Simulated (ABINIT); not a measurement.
# Li3TeF (Pm-3m): zone-centre phonons, part 2 of 2

Which modes does Li3TeF (Pm-3m) have at the zone centre?

ABINIT 10.8.3; DFT LDA, scalar-relativistic, plane waves, PseudoDojo norm-conserving pseudopotentials.

So far. Step 5 (Relaxation): The volume changes by +0.2 % in this run and stands -29.8 % from the first cell. Step 6 (Ground state): The cell stands at -0.73 GPa: the relaxation ran with a smoothed and higher cutoff, and the difference is a stress of the finite basis. The relaxed cell has a = 5.015 Å (conventional setting).

The structure was built from a prototype and need not be the compound's stable phase.

## 8. Zone-centre response

The derivative of the wavefunctions by k comes first, since the response to a field is built on it; then the field and the displacements that symmetry doesn't supply are solved at q = 0.

It reads the wavefunctions written in step 6.

Contents of dfpt_gamma.abi:

```
ndtset 2

# common to the responses
getwfk_filepath "gso_WFK"
kptopt 2
nqpt 1
qpt 0.0 0.0 0.0
asr 0
chneut 0

# d/dk
rfelfd1 2
rfdir1 1 1 1
iscf1 -3
tolwfr1 1.0d-20

# displacements, field
rfphon2 1
rfatpol2 1 5
rfdir2 1 1 1
rfelfd2 3
getddk2 1
tolvrs2 1.0d-10
prtwf2 0

# basis, mesh and filling
ecut 34.0
ngkpt 4 4 4
nshiftk 1
shiftk 0.0 0.0 0.0
istwfk *1
occopt 1
nband 16
nstep 100
diemac 9.0
prtebands 0
prtgsr 0
useylm 1

# cell and atoms
acell 3*1.0 Angstrom
rprim 
    5.015219889 0.0 0.0
    0.0 5.015219889 0.0
    0.0 0.0 5.015219889
ntypat 3
znucl 9 52 3
natom 5
typat 1 2 3 3 3
xred 
    0.0 0.0 0.0
    0.5 0.5 0.5
    0.5 0.5 0.0
    0.5 0.0 0.5
    0.0 0.5 0.5
pp_dirpath "./pseudo"
pseudos "F.upf, Te.upf, Li.upf"
```

Run with:

```sh
OMP_NUM_THREADS=1 mpirun -n 4 abinit dfpt_gamma.abi > dfpt_gamma.log
```

Numbers of over 12 decimals in the logs are rounded to 6 here.

dfpt_gamma.abo, the main output file:

```text
[banners, grids, parts of the stress and lines that vanish by symmetry left out]
- input  file    -> dfpt_gamma.abi
- output file    -> dfpt_gamma.abo
- root for input  files -> dfpt_gammai
[...]
DATASET    1 : space group Pm -3 m (#221); Bravais cP (primitive cubic)
[...]
nfft =      125000          nkpt =          36
[...]
DATASET    2 : space group Pm -3 m (#221); Bravais cP (primitive cubic)
[...]
nfft =      125000          nkpt =          36
[...]
== DATASET  1 ==================================================================
[...]
cutoff_energies: {ecut:  34.0, pawecutdg:  -1.0, }
[...]
-  3.00000   3.00000  180309                  znucl, zion, pspdat
[...]
Perturbation : derivative vs k along direction   1
[...]
-ETOT  1  -23.687218019043     -2.369E+01 9.003E-02 0.000E+00
 ETOT  2  -23.756100305684     -6.888E-02 4.882E-03 0.000E+00
 ETOT  3  -23.758550318593     -2.450E-03 6.269E-04 0.000E+00
 ETOT  4  -23.758699291561     -1.490E-04 6.499E-05 0.000E+00
 ETOT  5  -23.758710712037     -1.142E-05 8.981E-06 0.000E+00
[...]
At SCF step   22   max residual=  9.98E-21 < tolwfr=  1.00E-20 =>converged.
[...]
Perturbation : derivative vs k along direction   2
[...]
-ETOT  1  -23.687026327304     -2.369E+01 9.003E-02 0.000E+00
[...]
At SCF step   22   max residual=  9.98E-21 < tolwfr=  1.00E-20 =>converged.
[...]
Perturbation : derivative vs k along direction   3
[...]
-ETOT  1  -23.687217852869     -2.369E+01 9.003E-02 0.000E+00
[...]
At SCF step   22   max residual=  9.98E-21 < tolwfr=  1.00E-20 =>converged.
[...]
1        1       0.7635169050   -0.0000000000
     1        2       0.0000000000    0.0000000000
     1        3       0.0000000000    0.0000000000
     2        1       0.0000000000    0.0000000000
     2        2       0.7635169050   -0.0000000000
     2        3       0.0000000000    0.0000000000
     3        1       0.0000000000    0.0000000000
     3        2       0.0000000000    0.0000000000
     3        3       0.7635169050    0.0000000000
[...]
== DATASET  2 ==================================================================
[...]
cutoff_energies: {ecut:  34.0, pawecutdg:  -1.0, }
[...]
Perturbation : displacement of atom   1   along direction   1
[...]
-ETOT  1   3.458238     -8.667E+03 1.230E+01 2.197E+03
[...]
At SCF step   12       vres2   =  4.10E-11 < tolvrs=  1.00E-10 =>converged.
[...]
Perturbation : displacement of atom   2   along direction   1
[...]
-ETOT  1   15.099623574896     -4.462E+04 6.145E+01 3.775E+03
[...]
At SCF step   12       vres2   =  1.19E-11 < tolvrs=  1.00E-10 =>converged.
[...]
Perturbation : displacement of atom   3   along direction   1
[...]
-ETOT  1  0.131105     -3.076E+03 3.723E+01 4.687E+02
[...]
At SCF step   13       vres2   =  1.18E-11 < tolvrs=  1.00E-10 =>converged.
[...]
Perturbation : displacement of atom   3   along direction   3
[...]
-ETOT  1   8.477537     -3.056E+03 3.415E+01 3.177E+03
[...]
At SCF step   11       vres2   =  1.98E-11 < tolvrs=  1.00E-10 =>converged.
[...]
Perturbation : homogeneous electric field along direction   1
[...]
-ETOT  1  -40.730464928519     -4.073E+01 8.386E-01 6.320E+04
[...]
ETOT 11  -54.979636453817     -4.209E-11 1.547E-11 1.079E-09
 ETOT 12  -54.979636453820     -3.219E-12 1.394E-12 2.578E-11
 At SCF step   12       vres2   =  2.58E-11 < tolvrs=  1.00E-10 =>converged.
[...]
Dielectric tensor, in cartesian coordinates,
[...]
1    7   1    7         2.8465588106        -0.0000000000
   1    7   2    7        -0.0000000000        -0.0000000000
   1    7   3    7        -0.0000000000        -0.0000000000
   2    7   1    7        -0.0000000000        -0.0000000000
   2    7   2    7         2.8465588106        -0.0000000000
   2    7   3    7        -0.0000000000        -0.0000000000
   3    7   1    7        -0.0000000000        -0.0000000000
   3    7   2    7        -0.0000000000        -0.0000000000
   3    7   3    7         2.8465588106        -0.0000000000
  Effective charges, in cartesian coordinates,
[...]
1    1   1    7        -1.4544312259         0.0000000000
   2    1   1    7         0.0000000000         0.0000000000
   3    1   1    7         0.0000000000         0.0000000000
   1    2   1    7        -1.2520573061         0.0000000000
   2    2   1    7         0.0000000000         0.0000000000
[...]
Effective charges, in cartesian coordinates,
[...]
2    7   1    5         0.0000000000         0.0000000000
   3    7   1    5         0.0000000000         0.0000000000
   1    7   2    5         0.0000000000         0.0000000000
   2    7   2    5         0.6830067677         0.0000000000
   3    7   2    5         0.0000000000         0.0000000000
   1    7   3    5         0.0000000000         0.0000000000
   2    7   3    5         0.0000000000         0.0000000000
   3    7   3    5         0.6830067677         0.0000000000
  Phonon wavevector (reduced coordinates) :  0.00000  0.00000  0.00000
 Phonon energies in Hartree :
[...]
Phonon frequencies in cm-1    :
- -2.059844E+02 -2.059844E+02 -2.059844E+02 -1.804267E+02 -1.804267E+02
- -1.804267E+02  2.221128E+00  2.221128E+00  2.221128E+00  7.895593E+01
-  7.895593E+01  7.895593E+01  5.585849E+02  5.585849E+02  5.585849E+02
  Phonon at Gamma, with non-analyticity in the
[...]
Phonon energies in Hartree :
[...]
Phonon frequencies in cm-1    :
- -2.059844E+02 -2.059844E+02 -1.804267E+02 -1.804267E+02 -1.804267E+02
- -1.085421E+02  2.221128E+00  2.221128E+00  2.221213E+00  7.895593E+01
-  7.895593E+01  8.414709E+01  5.585849E+02  5.585849E+02  5.927809E+02
  Phonon at Gamma, with non-analyticity in the
[...]
Phonon energies in Hartree :
[...]
Phonon frequencies in cm-1    :
- -2.059844E+02 -2.059844E+02 -1.804267E+02 -1.804267E+02 -1.804267E+02
- -1.085421E+02  2.221128E+00  2.221128E+00  2.221213E+00  7.895593E+01
-  7.895593E+01  8.414709E+01  5.585849E+02  5.585849E+02  5.927809E+02
  Phonon at Gamma, with non-analyticity in the
[...]
Phonon energies in Hartree :
[...]
Phonon frequencies in cm-1    :
- -2.059844E+02 -2.059844E+02 -1.804267E+02 -1.804267E+02 -1.804267E+02
- -1.085421E+02  2.221128E+00  2.221128E+00  2.221213E+00  7.895593E+01
-  7.895593E+01  8.414709E+01  5.585849E+02  5.585849E+02  5.927809E+02
[...]
fcart2     0.0000000000E+00  0.0000000000E+00  0.0000000000E+00
           strten2     0.0000000000E+00  0.0000000000E+00  0.0000000000E+00
================================================================================
```

Elapsed: 13 min, on 4 MPI ranks of Intel Xeon at 2.50GHz (Skylake/Cascade Lake), shared host; 53 min of CPU time.

Read from the output:

```
miss of the charge sum rule                                       : 5.65e-4 e
largest acoustic frequency at the zone centre before the sum rule : 2.22 cm⁻¹
highest optical zone-centre mode (no LO-TO term)                  : 558.6 cm⁻¹
lowest optical zone-centre mode                                   : -206.0 cm⁻¹
mean high-frequency dielectric constant                           : 2.847
largest Born charge in size (third of the trace)                  : 1.454 e
```

Born charge (rows field, columns displacement), before the sum rule (e), principal values of the symmetric part by kind of site:

```csv
atom,atoms with these values,low,middle,high,mean
F1,1,-1.45,-1.45,-1.45,-1.45
Te2,1,-1.25,-1.25,-1.25,-1.25
Li3,3,0.68,0.68,1.34,0.90
```

In full for Li3:

```
0.68 0.00 0.00
0.00 0.68 0.00
0.00 0.00 1.34
```

High-frequency dielectric tensor:

```
2.85 0.00 0.00
0.00 2.85 0.00
0.00 0.00 2.85
```

The acoustic modes at Γ come out as far as 2.2 cm⁻¹ from zero, where they should vanish, a small numerical error; the Born charges miss their sum rule by 5.7e-4 e, which is good. The lowest optical mode is imaginary, 206i cm⁻¹, an instability at this level and on this k mesh.

## 9. Modes with the sum rule

anaddb reads the merged derivatives, imposes the acoustic sum rule and charge neutrality, and adds the LO-TO term along chosen directions.

Contents of anaddb.abi:

```
ddb_filepath "gamma_DDB"
output_file "anaddb.abo"
outdata_prefix "anaddb"
asr 1
chneut 1
enunit 2
eivec 1
nph1l 1
qph1l 0.0 0.0 0.0 1.0
dieflag 2
nph2l 3
qph2l 
    1.0 0.0 0.0 0.0
    0.0 0.0 1.0 0.0
    1.0 1.0 1.0 0.0
```

Contents of mrgddb.in:

```
gamma_DDB
merged
2
dfpt_gammao_DS2_DDB
gso_DDB
```

Run with:

```sh
mrgddb < mrgddb.in > mrgddb.log
OMP_NUM_THREADS=1 anaddb anaddb.abi > anaddb.log
```

anaddb.abo, the main output file:

```text
[banners, grids, parts of the stress and lines that vanish by symmetry left out]
-outvars_anaddb: echo values of input variables ----------------------

 Flags :
[...]
Dielectric Tensor and Effective Charges
[...]
Effective charge tensors after
[...]
Phonon wavevector (reduced coordinates) :  0.00000  0.00000  0.00000
 Phonon energies in Hartree :
[...]
Phonon energies in meV     :
- -2.554245E+01 -2.554245E+01 -2.554245E+01 -2.237005E+01 -2.237005E+01
- -2.237005E+01  0.000000E+00  0.000000E+00  0.000000E+00  9.773157E+00
-  9.773157E+00  9.773157E+00  6.925570E+01  6.925570E+01  6.925570E+01
 Phonon frequencies in cm-1    :
- -2.060138E+02 -2.060138E+02 -2.060138E+02 -1.804266E+02 -1.804266E+02
- -1.804266E+02  0.000000E+00  0.000000E+00  0.000000E+00  7.882583E+01
-  7.882583E+01  7.882583E+01  5.585849E+02  5.585849E+02  5.585849E+02
 Phonon frequencies in Thz     :
- -6.176137E+00 -6.176137E+00 -6.176137E+00 -5.409054E+00 -5.409054E+00
- -5.409054E+00  0.000000E+00  0.000000E+00  0.000000E+00  2.363139E+00
-  2.363139E+00  2.363139E+00  1.674595E+01  1.674595E+01  1.674595E+01
 Phonon energies in Kelvin  :
- -2.964078E+02 -2.964078E+02 -2.964078E+02 -2.595937E+02 -2.595937E+02
- -2.595937E+02  0.000000E+00  0.000000E+00  0.000000E+00  1.134128E+02
-  1.134128E+02  1.134128E+02  8.036791E+02  8.036791E+02  8.036791E+02
[...]
-  1  0.00000000E+00  0.00000000E+00  3.09066082E-03
-     0.00000000E+00  0.00000000E+00  0.00000000E+00
-  2  0.00000000E+00  0.00000000E+00  1.03908253E-04
-     0.00000000E+00  0.00000000E+00  0.00000000E+00
-  3  0.00000000E+00  0.00000000E+00 -1.05274831E-04
-     0.00000000E+00  0.00000000E+00  0.00000000E+00
-  4  0.00000000E+00  0.00000000E+00 -5.13223108E-03
-     0.00000000E+00  0.00000000E+00  0.00000000E+00
-  5  0.00000000E+00  0.00000000E+00 -5.13223108E-03
-     0.00000000E+00  0.00000000E+00  0.00000000E+00
[...]
-  1  0.00000000E+00  3.09066082E-03  0.00000000E+00
-     0.00000000E+00  0.00000000E+00  0.00000000E+00
-  2  0.00000000E+00  1.03908253E-04  0.00000000E+00
-     0.00000000E+00  0.00000000E+00  0.00000000E+00
-  3  0.00000000E+00 -5.13223108E-03  0.00000000E+00
-     0.00000000E+00  0.00000000E+00  0.00000000E+00
-  4  0.00000000E+00 -1.05274831E-04  0.00000000E+00
-     0.00000000E+00  0.00000000E+00  0.00000000E+00
-  5  0.00000000E+00 -5.13223108E-03  0.00000000E+00
-     0.00000000E+00  0.00000000E+00  0.00000000E+00
[...]
-  1  3.09066082E-03  0.00000000E+00  0.00000000E+00
-     0.00000000E+00  0.00000000E+00  0.00000000E+00
-  2  1.03908253E-04  0.00000000E+00  0.00000000E+00
-     0.00000000E+00  0.00000000E+00  0.00000000E+00
-  3 -5.13223108E-03  0.00000000E+00  0.00000000E+00
-     0.00000000E+00  0.00000000E+00  0.00000000E+00
-  4 -5.13223108E-03  0.00000000E+00  0.00000000E+00
-     0.00000000E+00  0.00000000E+00  0.00000000E+00
[...]
Phonon at Gamma, with non-analyticity in the
[...]
Phonon energies in Hartree :
[...]
Phonon energies in meV     :
- -2.554245E+01 -2.554245E+01 -2.237005E+01 -2.237005E+01 -2.237005E+01
- -1.346407E+01  0.000000E+00  0.000000E+00  0.000000E+00  9.773157E+00
[...]
Phonon frequencies in cm-1    :
[...]
Phonon frequencies in Thz     :
[...]
Phonon energies in Kelvin  :
[...]
- -1.562440E+02  0.000000E+00  0.000000E+00  0.000000E+00  1.134128E+02
-  1.134128E+02  1.208619E+02  8.036791E+02  8.036791E+02  8.528718E+02
[...]
-  5  0.00000000E+00  0.00000000E+00 -6.28628301E-03
-     0.00000000E+00  0.00000000E+00  0.00000000E+00
[...]
-  1  0.00000000E+00  0.00000000E+00  0.00000000E+00
-     0.00000000E+00  0.00000000E+00  0.00000000E+00
-  2  0.00000000E+00  0.00000000E+00  0.00000000E+00
-     0.00000000E+00  0.00000000E+00  0.00000000E+00
-  3  0.00000000E+00  6.28628301E-03  0.00000000E+00
-     0.00000000E+00  0.00000000E+00  0.00000000E+00
-  4  0.00000000E+00  0.00000000E+00  0.00000000E+00
-     0.00000000E+00  0.00000000E+00  0.00000000E+00
-  5  0.00000000E+00 -6.28628301E-03  0.00000000E+00
-     0.00000000E+00  0.00000000E+00  0.00000000E+00
[...]
Phonon at Gamma, with non-analyticity in the
[...]
Phonon energies in Hartree :
[...]
Phonon energies in meV     :
- -2.554245E+01 -2.554245E+01 -2.237005E+01 -2.237005E+01 -2.237005E+01
- -1.346407E+01  0.000000E+00  0.000000E+00  0.000000E+00  9.773157E+00
-  9.773157E+00  1.041508E+01  6.925570E+01  6.925570E+01  7.349480E+01
 Phonon frequencies in cm-1    :
- -2.060138E+02 -2.060138E+02 -1.804266E+02 -1.804266E+02 -1.804266E+02
[...]
Phonon frequencies in Thz     :
[...]
Phonon energies in Kelvin  :
[...]
Phonon at Gamma, with non-analyticity in the
[...]
Phonon energies in Hartree :
[...]
Phonon energies in meV     :
[...]
Phonon frequencies in cm-1    :
[...]
Phonon frequencies in Thz     :
[...]
Phonon energies in Kelvin  :
[...]
- -1.562440E+02  0.000000E+00  0.000000E+00  0.000000E+00  1.134128E+02
-  1.134128E+02  1.208619E+02  8.036791E+02  8.036791E+02  8.528718E+02
[...]
-  4  1.83735233E-04  4.58478564E-03 -6.29838340E-05
-     0.00000000E+00  0.00000000E+00  0.00000000E+00
-  5 -6.97620618E-03 -1.20751399E-04 -6.29838340E-05
-     0.00000000E+00  0.00000000E+00  0.00000000E+00
[...]
;  5 -4.99892955E-03 -1.37908839E-04 -1.37908839E-04
;     0.00000000E+00  0.00000000E+00  0.00000000E+00
-
```

Elapsed: 0.8 s, on 1 thread.

Read from the output:

```yaml
highest_mode_moved_by_the_lo_to_term: 592.8 cm⁻¹
```

No LO-TO term; unit eigenvectors of the mass-weighted matrix, from anaddb's displacements. Modes at Γ, with each element's share of the kinetic energy (negative means imaginary):

```csv
mode,frequency (cm⁻¹),symmetry,F %,Te %,Li %
1,-206.0,T1u,33,0,67
2,-206.0,T1u,33,0,67
3,-206.0,T1u,33,0,67
4,-180.4,T2u,0,0,100
5,-180.4,T2u,0,0,100
6,-180.4,T2u,0,0,100
7,0.0,acoustic,11,76,12
8,0.0,acoustic,11,76,12
9,0.0,acoustic,11,76,12
10,78.8,T1u,56,19,25
11,78.8,T1u,56,19,25
12,78.8,T1u,56,19,25
13,558.6,T1u,0,4,96
14,558.6,T1u,0,4,96
15,558.6,T1u,0,4,96
```

Displacements in mode 1 (-206.0 cm⁻¹), the largest set to 1:
```
F1   0.00  0.00  0.60
Te2  0.00  0.00  0.02
Li3  0.00  0.00 -0.02
Li4  0.00  0.00 -1.00
Li5  0.00  0.00 -1.00
```

Displacements in mode 10 (78.8 cm⁻¹), the largest set to 1:
```
F1   0.00  0.00  1.00
Te2  0.00  0.00 -0.23
Li3  0.00  0.00 -0.15
Li4  0.00  0.00  0.78
Li5  0.00  0.00  0.78
```

With imaginary modes the relaxed-ion tensors have no meaning and are not tabulated.

The rule moves no optical mode by more than 0.2 cm⁻¹.

## 10. What came out

```
space group after relaxation                                           : Pm-3m
volume per atom                                                        : 25.2 Å³
highest optical zone-centre mode (no LO-TO term)                       : 558.6 cm⁻¹
lowest optical zone-centre mode                                        : -206.0 cm⁻¹
highest mode moved by the LO-TO term                                   : 592.8 cm⁻¹
mean high-frequency dielectric constant                                : 2.85
largest Born charge in size (third of the trace)                       : 1.45 e
imaginary optical modes at the zone centre (no q mesh in this session) : yes
```

At the LDA level the optical modes of Li3TeF (Pm-3m) at the zone centre (no LO-TO term) run from 206i to 559 cm⁻¹, so the structure is a saddle point, with 6 modes beyond 10i cm⁻¹ there. The base run prints -0.73 GPa, mostly the error of a finite basis; the relaxation, with a smoothed and higher cutoff, had brought the cell to rest. Along the directions run, the highest mode that the macroscopic field moves lies at 593 cm⁻¹. These are harmonic frequencies at zero temperature: anharmonic shifts and linewidths and thermal expansion are left out. Spin-orbit coupling is left out, which can matter for the heavy elements here. The structure is a hypothetical one, built on a prototype.

[Host names and launcher messages were left out of these logs when they were recorded.]

[Logs are printed without paths, hosts, clocks, repeated set-up lines and the standing remarks that a program may print on its own settings, such as how far it seeks lower states.]

[Hosts, paths, dates, database ids (printed as entryN), source tags and the programs' standing remarks are cut or masked in the printed files.]
